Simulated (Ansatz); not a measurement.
# RbAsF6 (R-3): the host for defect calculations

Aim: the runs on the perfect crystal RbAsF6 (R-3) that a defect calculation needs first.

Method: plane-wave PAW DFT, PBEsol; relaxation of the defect-free supercell from random displacements, a test of the host's stability, in Ansatz 0.2.0.

**1. The starting structure**

The cell holds 64 atoms: 8 Rb, 8 As and 48 F. Its edges and angles: a = 10.113 Å, b = 10.113 Å, c = 10.113 Å, α = 97.5°, β = 97.5°, γ = 97.5°.

**2. Defect free supercell relaxed from displaced atoms**

The input displaces the atoms at random before the relaxation, so that it can leave a symmetric saddle if there is one.

Input file pristine.rattled/input.yaml:

```yaml
crystal:
  lattice:
    - [7.6017746976, 4.3888866342, 5.0216619636]
    - [-7.6017746976, 4.3888866342, 5.0216619636]
    - [0.0, -8.7777733698, 5.021661875]
  atoms:
    - { symbol: Rb, position: [0.25, 0.25, 0.25] }
    - { symbol: As, position: [0.0, 0.0, 0.0] }
    - { symbol: F, position: [0.0385963097, 0.3633733524, 0.394132865] }
    - { symbol: F, position: [0.394132865, 0.0385963097, 0.3633733524] }
    - { symbol: F, position: [0.1366266476, 0.105867135, 0.4614036903] }
    - { symbol: F, position: [0.105867135, 0.4614036903, 0.1366266476] }
    - { symbol: F, position: [0.4614036903, 0.1366266476, 0.105867135] }
    - { symbol: F, position: [0.3633733524, 0.394132865, 0.0385963097] }
    - { symbol: Rb, position: [0.25, 0.25, 0.75] }
    - { symbol: As, position: [0.0, 0.0, 0.5] }
    - { symbol: F, position: [0.0385963097, 0.3633733524, 0.894132865] }
    - { symbol: F, position: [0.394132865, 0.0385963097, 0.8633733524] }
    - { symbol: F, position: [0.1366266476, 0.105867135, 0.9614036903] }
    - { symbol: F, position: [0.105867135, 0.4614036903, 0.6366266476] }
    - { symbol: F, position: [0.4614036903, 0.1366266476, 0.605867135] }
    - { symbol: F, position: [0.3633733524, 0.394132865, 0.5385963097] }
    - { symbol: Rb, position: [0.25, 0.75, 0.25] }
    - { symbol: As, position: [0.0, 0.5, 0.0] }
    - { symbol: F, position: [0.0385963097, 0.8633733524, 0.394132865] }
    - { symbol: F, position: [0.394132865, 0.5385963097, 0.3633733524] }
    - { symbol: F, position: [0.1366266476, 0.605867135, 0.4614036903] }
    - { symbol: F, position: [0.105867135, 0.9614036903, 0.1366266476] }
    - { symbol: F, position: [0.4614036903, 0.6366266476, 0.105867135] }
    - { symbol: F, position: [0.3633733524, 0.894132865, 0.0385963097] }
    - { symbol: Rb, position: [0.25, 0.75, 0.75] }
    - { symbol: As, position: [0.0, 0.5, 0.5] }
    - { symbol: F, position: [0.0385963097, 0.8633733524, 0.894132865] }
    - { symbol: F, position: [0.394132865, 0.5385963097, 0.8633733524] }
    - { symbol: F, position: [0.1366266476, 0.605867135, 0.9614036903] }
    - { symbol: F, position: [0.105867135, 0.9614036903, 0.6366266476] }
    - { symbol: F, position: [0.4614036903, 0.6366266476, 0.605867135] }
    - { symbol: F, position: [0.3633733524, 0.894132865, 0.5385963097] }
    - { symbol: Rb, position: [0.75, 0.25, 0.25] }
    - { symbol: As, position: [0.5, 0.0, 0.0] }
    - { symbol: F, position: [0.5385963097, 0.3633733524, 0.394132865] }
    - { symbol: F, position: [0.894132865, 0.0385963097, 0.3633733524] }
    - { symbol: F, position: [0.6366266476, 0.105867135, 0.4614036903] }
    - { symbol: F, position: [0.605867135, 0.4614036903, 0.1366266476] }
    - { symbol: F, position: [0.9614036903, 0.1366266476, 0.105867135] }
    - { symbol: F, position: [0.8633733524, 0.394132865, 0.0385963097] }
    - { symbol: Rb, position: [0.75, 0.25, 0.75] }
    - { symbol: As, position: [0.5, 0.0, 0.5] }
    - { symbol: F, position: [0.5385963097, 0.3633733524, 0.894132865] }
    - { symbol: F, position: [0.894132865, 0.0385963097, 0.8633733524] }
    - { symbol: F, position: [0.6366266476, 0.105867135, 0.9614036903] }
    - { symbol: F, position: [0.605867135, 0.4614036903, 0.6366266476] }
    - { symbol: F, position: [0.9614036903, 0.1366266476, 0.605867135] }
    - { symbol: F, position: [0.8633733524, 0.394132865, 0.5385963097] }
    - { symbol: Rb, position: [0.75, 0.75, 0.25] }
    - { symbol: As, position: [0.5, 0.5, 0.0] }
    - { symbol: F, position: [0.5385963097, 0.8633733524, 0.394132865] }
    - { symbol: F, position: [0.894132865, 0.5385963097, 0.3633733524] }
    - { symbol: F, position: [0.6366266476, 0.605867135, 0.4614036903] }
    - { symbol: F, position: [0.605867135, 0.9614036903, 0.1366266476] }
    - { symbol: F, position: [0.9614036903, 0.6366266476, 0.105867135] }
    - { symbol: F, position: [0.8633733524, 0.894132865, 0.0385963097] }
    - { symbol: Rb, position: [0.75, 0.75, 0.75] }
    - { symbol: As, position: [0.5, 0.5, 0.5] }
    - { symbol: F, position: [0.5385963097, 0.8633733524, 0.894132865] }
    - { symbol: F, position: [0.894132865, 0.5385963097, 0.8633733524] }
    - { symbol: F, position: [0.6366266476, 0.605867135, 0.9614036903] }
    - { symbol: F, position: [0.605867135, 0.9614036903, 0.6366266476] }
    - { symbol: F, position: [0.9614036903, 0.6366266476, 0.605867135] }
    - { symbol: F, position: [0.8633733524, 0.894132865, 0.5385963097] }
basis:
  ecutwfc: 420
  xc_grid: 2
hamiltonian:
  xc: pbesol
kpoints:
  mp_grid: { grid: [1, 1, 1], shift: [0.25, 0.25, 0.25] }
scf:
  occupations: { method: fermi_dirac, width: 0.01 }
  max_iter: 80
output:
  forces: true
relax:
  f_tol: 0.01
  max_steps: 120
  random_displacement: { amplitude: 0.08, seed: 560 }
checkpoint:
  write: "../pristine.rattled.run"
  compress: false
  write_wavefunctions: false
  write_every: 100000
```

Command:

```bash
$ ansatz run input.yaml --threads 4 --pin off --max-ram 7536MiB --backend cpu --events-out ev --progress --plain --runs-dir out
```

Numbers of over 12 decimals in the logs are rounded to 6 here.

Output:

```text
[... repeated set-up lines and file paths are left out, and long positions are rounded to six places ...]
Engine: ansatz 0.2.0, aarch64-unknown-linux-gnu
Pseudopotentials: kind: paw
Pseudopotential: Rb, paw, valence charge 9, recommended cutoff 420 eV (normal), Rb.paw.azcp
Pseudopotential: As, paw, valence charge 15, recommended cutoff 420 eV (normal), As.paw.azcp
Pseudopotential: F, paw, valence charge 7, recommended cutoff 420 eV (normal), F.paw.azcp
Functional definition: PBEsol
  exchange = pbesol_x
  correlation = pbesol_c
Crystal: 64 atoms, lattice volume = 1005.236 Å³
Basis set: ecut = 420 eV, 19697 PW (Γ), exchange–correlation on 144×144×144 points (8 copies of the dense FFT grid, shifted against one another)
Bands: 328, of which v1, the nominal top of the filled ones, is band 264 counted from 1 (263 counted from 0)
Symmetry: 1 space group operations
k-points: 1
Non-local potential: Rb, projectors of the file, l = 0: 3, l = 1: 2, l = 2: 2
Non-local potential: As, projectors of the file, l = 0: 2, l = 1: 2, l = 2: 3, l = 3: 1
Non-local potential: F, projectors of the file, l = 0: 2, l = 1: 2, l = 2: 1
PAW form: soft (Blöchl's): semilocal exchange-correlation on the pseudo side does not see the compensation charge
PAW frozen core: Rb, regenerated for the run's functional, and the local potential with it (the file was generated under x = pbe(κ = 0.804, μ = 0.219515), c = pbe(β = 0.066725))
PAW frozen core: As, regenerated for the run's functional, and the local potential with it (the file was generated under x = pbe(κ = 0.804, μ = 0.219515), c = pbe(β = 0.066725))
PAW frozen core: F, regenerated for the run's functional, and the local potential with it (the file was generated under x = pbe(κ = 0.804, μ = 0.219515), c = pbe(β = 0.066725))
PAW one-centre angular grid: Rb, 110 points (default); XC on 64 Gauss nodes
PAW one-centre angular grid: As, 590 points (default); XC on 64 Gauss nodes
PAW one-centre angular grid: F, 110 points (default); XC on 64 Gauss nodes
Initial density: superposition of atomic densities (neutral atoms: chi_scale 0, normalization atom), corrected by the library's trained network
Initial wavefunctions: pseudopotential atomic-orbital guess
Functional: x = pbesol(κ = 0.804, μ = 0.123457), c = pbesol(β = 0.046)
SCF iter   1: F=—  HF=-102682.452135 eV  |F-HF|=—  |Δ(HF+E_count)|=         —  Δρ=1.14e-2  dr2=7.95e-1  ethr=1.77e-3  ⟨swp⟩=5.0  Hψ=1296  notcnv=0  defer=52
preconditioner: auto → Resta (q_TF=auto, 2.451 Å⁻¹)  ε∞=2.9  [insulator: Δε(μ)=4.613 eV  Ē_g=17.962 eV  σ=0.010 eV  W_gap=1.00  n_scr=242 (ndim 8)  ℏωp=24.8 eV  f_vac=0.216  D(μ)=0.00/eV (n_scr^D=0)  ε∞_Penn≈2.9]
SCF iter   2: F=—  HF=-102682.211135 eV  |F-HF|=—  |Δ(HF+E_count)|=   2.41e-1  Δρ=1.55e-3  dr2=8.48e-3  ethr=1.51e-4  ⟨swp⟩=2.0  Hψ=570  notcnv=0  defer=56
SCF iter   3: F=—  HF=-102682.210534 eV  |F-HF|=—  |Δ(HF+E_count)|=   6.01e-4  Δρ=5.90e-4  dr2=2.09e-3  ethr=1.61e-6  ⟨swp⟩=2.0  Hψ=544  notcnv=0  defer=56
SCF iter   4: F=—  HF=-102682.213236 eV  |F-HF|=—  |Δ(HF+E_count)|=   2.70e-3  Δρ=2.59e-4  dr2=4.31e-4  ethr=3.95e-7  ⟨swp⟩=2.0  Hψ=399  notcnv=0  defer=56
SCF iter   5: F=—  HF=-102682.213423 eV  |F-HF|=—  |Δ(HF+E_count)|=   1.86e-4  Δρ=8.99e-5  dr2=6.23e-5  ethr=8.16e-8  ⟨swp⟩=2.0  Hψ=496  notcnv=0  defer=56
SCF iter   6: F=—  HF=-102682.213424 eV  |F-HF|=—  |Δ(HF+E_count)|=   1.07e-6  Δρ=2.63e-5  dr2=7.30e-6  ethr=1.18e-8  ⟨swp⟩=2.0  Hψ=478  notcnv=0  defer=56
SCF iter   7: F=-102682.213430 eV  HF=-102682.213430 eV  |F-HF|=9.70e-7  |Δ(HF+E_count)|=   6.73e-6  Δρ=1.62e-5  dr2=1.79e-6  ethr=4.73e-10  ⟨swp⟩=4.0  Hψ=1020  notcnv=0
SCF 1 converged in 7 iterations: F = -102682.213430 eV  dr2 = 1.79e-6
  greatest PAW one-centre occupation: 1.000 electrons in one spin orbital (limit 2), on the As atom at site 33 (counted from 0), in its partial waves of l = 2
relax step   1: F+E_penalty+E_count = -102682.21342951 eV  Δ(F+E_penalty+E_count) = +0.000e0 eV  max|allowed force component| = 6.052e0 eV/Å  Δτ_max = 0.0000 Å  (7 SCF iters, dr2 threshold 2.50e-6 eV, accepted)
[... the SCF cycles and remarks between the steps are left out from here to the last step ...]
relax step   2: F+E_penalty+E_count = -102684.28703966 eV  Δ(F+E_penalty+E_count) = -2.074e0 eV  max|allowed force component| = 3.292e0 eV/Å  Δτ_max = 0.1997 Å  (7 SCF iters, dr2 threshold 1.00e-4 eV, accepted)
relax step   3: F+E_penalty+E_count = -102685.16749152 eV  Δ(F+E_penalty+E_count) = -8.805e-1 eV  max|allowed force component| = 1.274e-1 eV/Å  Δτ_max = 0.1612 Å  (7 SCF iters, dr2 threshold 1.00e-4 eV, accepted)
relax step   4: F+E_penalty+E_count = -102685.17703175 eV  Δ(F+E_penalty+E_count) = -9.540e-3 eV  max|allowed force component| = 4.318e-3 eV/Å  Δτ_max = 0.0438 Å  (7 SCF iters, dr2 threshold 1.01e-6 eV, accepted)
relax step   5: F+E_penalty+E_count = -102685.17703179 eV  Δ(F+E_penalty+E_count) = -4.649e-8 eV  max|allowed force component| = 4.225e-3 eV/Å  Δτ_max = 0.0000 Å  (3 SCF iters, accepted)
SCF iter   1: F=—  HF=-102685.177348 eV  |F-HF|=—  |Δ(HF+E_count)|=         —  Δρ=1.88e-3  dr2=7.90e-3  ethr=1.75e-5  ⟨swp⟩=4.0  Hψ=718  notcnv=0  defer=56
SCF iter   2: F=—  HF=-102685.175841 eV  |F-HF|=—  |Δ(HF+E_count)|=   1.51e-3  Δρ=9.00e-4  dr2=1.62e-3  ethr=1.50e-6  ⟨swp⟩=2.0  Hψ=405  notcnv=0  defer=56
SCF iter   3: F=—  HF=-102685.175793 eV  |F-HF|=—  |Δ(HF+E_count)|=   4.88e-5  Δρ=1.93e-4  dr2=1.80e-4  ethr=3.07e-7  ⟨swp⟩=2.0  Hψ=541  notcnv=0  defer=56
SCF iter   4: F=—  HF=-102685.175751 eV  |F-HF|=—  |Δ(HF+E_count)|=   4.16e-5  Δρ=5.15e-5  dr2=1.25e-5  ethr=3.40e-8  ⟨swp⟩=2.0  Hψ=491  notcnv=0  defer=56
SCF iter   5: F=—  HF=-102685.177403 eV  |F-HF|=—  |Δ(HF+E_count)|=   1.65e-3  Δρ=8.57e-6  dr2=7.57e-7  ethr=2.36e-9  ⟨swp⟩=2.0  Hψ=495  notcnv=0  defer=56
SCF iter   6: F=—  HF=-102685.177404 eV  |F-HF|=—  |Δ(HF+E_count)|=   2.28e-7  Δρ=7.30e-6  dr2=3.39e-7  ethr=1.89e-11  ⟨swp⟩=4.0  Hψ=1038  notcnv=0
SCF iter   7: F=-102685.177404 eV  HF=-102685.177404 eV  |F-HF|=5.82e-9  |Δ(HF+E_count)|=   5.03e-8  Δρ=1.55e-6  dr2=1.96e-8  ethr=1.89e-11  ⟨swp⟩=2.0  Hψ=1064  notcnv=0
SCF 6 converged in 7 iterations: F = -102685.177404 eV  dr2 = 1.96e-8
relax step   6: F+E_penalty+E_count = -102685.17740353 eV  Δ(F+E_penalty+E_count) = -3.717e-4 eV  max|allowed force component| = 7.762e-3 eV/Å  Δτ_max = 0.0142 Å  (7 SCF iters, accepted)
SCF converged after 7 iterations
Free energy (F): -102685.177404 eV
Harris-Foulkes:  -102685.177404 eV  (|F-HF|=5.82e-9)
Internal energy: -102685.177404 eV  (E = F + TS)
E sigma→0 (E₀):  -102685.177404 eV
Fermi energy:    3.169030 eV
--- Per-component energies (eV) ---
  E_band       = -5872.706342
  E_kinetic    = 12259.243511
  E_local      = -62169.363779  (includes V_loc(G=0)·N_el)
  E_nonlocal   = -339.273357
  E_hartree    = 26339.058997
  E_xc         = -5409.297081
  E_vxc        = -6557.901091  (∫ρ·V_xc dr)
  E_paw        = -44271.576322  (= ΣΔE_a)
  E_vpaw       = -1743.627774  (= ΣTr[D̂ρ^β])
  E_aug_tail   = 0.097183  (compensation charges beyond the density's cutoff)
  E_ewald      = -29104.824598
  E_core_change = 10.758042  (= ΣΔE_core)
  E_smearing   = -0.000000  (= −TS)
  E_closure    = -0.000000  (closes the sum)
  Σ components = -102685.177404   (vs F -102685.177404, Δ=0.00e0)
--- Forces (eV/Å), atoms counted from 1 ---
  atom   1  Rb     0.00006190    -0.00121935    -0.00163946
  atom   2  As     0.00017359    -0.00405346     0.00201258
  atom   3  F     -0.00069506    -0.00011419     0.00218844
  atom   4  F      0.00008461     0.00037154     0.00119724
  atom   5  F      0.00017859     0.00044836     0.00202433
  atom   6  F     -0.00015939     0.00154878     0.00196371
  atom   7  F     -0.00019006     0.00065245    -0.00032151
  atom   8  F      0.00108844     0.00114842     0.00180556
  atom   9  Rb     0.00019817    -0.00123906    -0.00234268
  atom  10  As    -0.00776220     0.00433861    -0.00422517
  atom  11  F     -0.00206486     0.00014792     0.00211590
  atom  12  F     -0.00090060    -0.00056113    -0.00073459
  atom  13  F      0.00048648     0.00158430     0.00122837
  atom  14  F     -0.00092962     0.00025927     0.00078645
  atom  15  F     -0.00286014     0.00033035     0.00133842
  atom  16  F     -0.00118118     0.00029796     0.00157077
  atom  17  Rb    -0.00126685     0.00020594     0.00151573
  atom  18  As    -0.00068172    -0.00371714    -0.00434483
  atom  19  F      0.00182374    -0.00124093     0.00073717
  atom  20  F     -0.00126858     0.00083140    -0.00194465
  atom  21  F      0.00040467     0.00127279     0.00098501
  atom  22  F     -0.00213157     0.00297828    -0.00174176
  atom  23  F      0.00131428    -0.00112810    -0.00089640
  atom  24  F      0.00091664     0.00145159    -0.00025596
  atom  25  Rb    -0.00013565    -0.00003191    -0.00031577
  atom  26  As     0.00013698    -0.00167013    -0.00439150
  atom  27  F      0.00014854     0.00126952    -0.00027298
  atom  28  F      0.00100654    -0.00159478     0.00179175
  atom  29  F      0.00063083     0.00122647     0.00099087
  atom  30  F      0.00161512    -0.00124648     0.00022799
  atom  31  F     -0.00013167     0.00055533    -0.00126456
  atom  32  F      0.00117162     0.00118332     0.00310306
  atom  33  Rb     0.00219534    -0.00034470    -0.00035634
  atom  34  As     0.00001129    -0.00170151     0.00408683
  atom  35  F     -0.00155511     0.00010409     0.00045895
  atom  36  F      0.00213214    -0.00228456     0.00136695
  atom  37  F      0.00079084    -0.00129774    -0.00009423
  atom  38  F      0.00076579    -0.00111494     0.00197713
  atom  39  F      0.00055701     0.00138771    -0.00096997
  atom  40  F      0.00081953     0.00047050    -0.00018547
  atom  41  Rb     0.00032603     0.00137716     0.00019306
  atom  42  As     0.00206586     0.00057860    -0.00654914
  atom  43  F      0.00033353    -0.00180617     0.00018223
  atom  44  F     -0.00011750     0.00061102     0.00163396
  atom  45  F      0.00043259    -0.00043981    -0.00209287
  atom  46  F      0.00003799    -0.00047606     0.00028483
  atom  47  F      0.00182057    -0.00099108     0.00039813
  atom  48  F     -0.00002744    -0.00068187    -0.00068164
  atom  49  Rb    -0.00025631     0.00044925     0.00156006
  atom  50  As    -0.00406501     0.00427905    -0.00449237
  atom  51  F     -0.00083325     0.00050100    -0.00028989
  atom  52  F     -0.00102437     0.00006291     0.00067254
  atom  53  F     -0.00094716    -0.00196509    -0.00025671
  atom  54  F     -0.00056850    -0.00078568    -0.00098431
  atom  55  F      0.00136181     0.00078128    -0.00186116
  atom  56  F      0.00054663    -0.00040579    -0.00219999
  atom  57  Rb    -0.00116004     0.00070403     0.00100316
  atom  58  As     0.00347377     0.00079751     0.00211359
  atom  59  F      0.00084858     0.00078203    -0.00090823
  atom  60  F      0.00042980     0.00076288     0.00150299
  atom  61  F      0.00104368    -0.00185740    -0.00061233
  atom  62  F      0.00045950    -0.00002753     0.00197027
  atom  63  F      0.00061584    -0.00023190     0.00040288
  atom  64  F      0.00041519    -0.00151625    -0.00015225
  max |Σ_I F_I| component: 1.22e-5 eV/Å
--- Relaxed structure (6 steps of the walk, 6 accepted, 0 SCFs on fresh bases) ---
  F+E_penalty+E_count = -102685.17740353 eV   max|allowed force component| = 7.762e-3 eV/Å
  atoms:
    - { symbol: Rb, position: [0.250024, 0.250056, 0.248732] }
    - { symbol: As, position: [-0.000105, -9.921150475893223e-5, -0.001068] }
    - { symbol: F, position: [0.038628, 0.363416, 0.392951] }
    - { symbol: F, position: [0.393963, 0.038567, 0.362270] }
    - { symbol: F, position: [0.136538, 0.105939, 0.460143] }
    - { symbol: F, position: [0.105726, 0.461148, 0.135320] }
    - { symbol: F, position: [0.461312, 0.136783, 0.104860] }
    - { symbol: F, position: [0.363288, 0.394299, 0.037198] }
    - { symbol: Rb, position: [0.250020, 0.250291, 0.748805] }
    - { symbol: As, position: [-3.42951713925288e-5, 9.295756474519967e-5, 0.498822] }
    - { symbol: F, position: [0.038198, 0.363164, 0.892852] }
    - { symbol: F, position: [0.394112, 0.038853, 0.862327] }
    - { symbol: F, position: [0.136371, 0.105735, 0.960069] }
    - { symbol: F, position: [0.106116, 0.461503, 0.635417] }
    - { symbol: F, position: [0.461124, 0.136279, 0.604884] }
    - { symbol: F, position: [0.363446, 0.393898, 0.537221] }
    - { symbol: Rb, position: [0.249867, 0.749874, 0.248691] }
    - { symbol: As, position: [-0.000151, 0.499889, -0.001210] }
    - { symbol: F, position: [0.038460, 0.863474, 0.392883] }
    - { symbol: F, position: [0.394142, 0.538621, 0.362217] }
    - { symbol: F, position: [0.136720, 0.605917, 0.460151] }
    - { symbol: F, position: [0.105940, 0.961518, 0.135565] }
    - { symbol: F, position: [0.461301, 0.636794, 0.104687] }
    - { symbol: F, position: [0.363417, 0.894293, 0.037487] }
    - { symbol: Rb, position: [0.250051, 0.750235, 0.748852] }
    - { symbol: As, position: [0.000152, 0.500081, 0.498855] }
    - { symbol: F, position: [0.038468, 0.863177, 0.893182] }
    - { symbol: F, position: [0.394057, 0.538934, 0.862142] }
    - { symbol: F, position: [0.136489, 0.605605, 0.960073] }
    - { symbol: F, position: [0.105891, 0.961529, 0.635403] }
    - { symbol: F, position: [0.461507, 0.636397, 0.604770] }
    - { symbol: F, position: [0.363167, 0.893804, 0.537181] }
    - { symbol: Rb, position: [0.749942, 0.250233, 0.248966] }
    - { symbol: As, position: [0.499993, 0.000251, -0.001075] }
    - { symbol: F, position: [0.538596, 0.363346, 0.392686] }
    - { symbol: F, position: [0.894014, 0.038713, 0.362250] }
    - { symbol: F, position: [0.636405, 0.105925, 0.460438] }
    - { symbol: F, position: [0.605771, 0.461546, 0.135276] }
    - { symbol: F, position: [0.961334, 0.136610, 0.104703] }
    - { symbol: F, position: [0.863178, 0.394186, 0.037516] }
    - { symbol: Rb, position: [0.749859, 0.249750, 0.748925] }
    - { symbol: As, position: [0.499815, -0.000135, 0.498837] }
    - { symbol: F, position: [0.538556, 0.363759, 0.892720] }
    - { symbol: F, position: [0.893826, 0.038208, 0.862288] }
    - { symbol: F, position: [0.636557, 0.106287, 0.960417] }
    - { symbol: F, position: [0.605953, 0.461144, 0.635214] }
    - { symbol: F, position: [0.961403, 0.136731, 0.604706] }
    - { symbol: F, position: [0.863577, 0.394271, 0.537584] }
    - { symbol: Rb, position: [0.749920, 0.750034, 0.248856] }
    - { symbol: As, position: [0.499928, 0.500254, -0.001270] }
    - { symbol: F, position: [0.538537, 0.863408, 0.392836] }
    - { symbol: F, position: [0.894195, 0.538639, 0.362274] }
    - { symbol: F, position: [0.636646, 0.605801, 0.460150] }
    - { symbol: F, position: [0.605928, 0.961685, 0.135507] }
    - { symbol: F, position: [0.961505, 0.636599, 0.104742] }
    - { symbol: F, position: [0.863405, 0.894081, 0.037800] }
    - { symbol: Rb, position: [0.750027, 0.749772, 0.748803] }
    - { symbol: As, position: [0.500035, 0.499882, 0.498718] }
    - { symbol: F, position: [0.538671, 0.863727, 0.893016] }
    - { symbol: F, position: [0.893904, 0.538538, 0.862254] }
    - { symbol: F, position: [0.636526, 0.606241, 0.960236] }
    - { symbol: F, position: [0.605628, 0.961091, 0.635385] }
    - { symbol: F, position: [0.961640, 0.636742, 0.604739] }
    - { symbol: F, position: [0.863372, 0.894235, 0.537471] }
```

Elapsed: 3.3 min, on 4 threads of Arm Neoverse N1, shared host; peak memory 1.9 GiB; 9.8 min of CPU time.

Relaxation path:

| step | energy less that of the first step (eV) | largest force component (eV/Å) |
| --- | --- | --- |
| 1 | 0.0000 | 6.0523 |
| 2 | -2.0736 | 3.2919 |
| 3 | -2.9541 | 0.1274 |
| 4 | -2.9636 | 0.0043 |
| 5 | -2.9636 | 0.0042 |
| 6 | -2.9640 | 0.0078 |

The relaxation ends 46 meV an atom lower than the displaced start, with a largest force component of 0.0078 eV/Å.

**3. Summary of results**

| Quantity | Value |
| --- | --- |
| symmetric supercell less the displaced and relaxed one | 0.000 eV |

What this shows: The energy fell by 2.964 eV from the randomly displaced start; the atoms end within 0.005 Å of the sites as typed, once the mean shift is taken out. The displaced cell ends within 0.01 eV of the symmetric one, so no lower structure shows in this supercell. All at zero temperature.

[Logs are printed without paths, hosts, clocks, repeated set-up lines and the standing remarks that a program may print on its own settings, such as how far it seeks lower states.]

[Hosts, paths, dates, database ids (printed as entryN), source tags and the programs' standing remarks are cut or masked in the printed files.]

[Runs of the host that timed out are not shown.]

[For some hosts the program warned that the k-mesh of the response run may be too coarse for force constants and the static dielectric constant; such warnings are not always shown.]
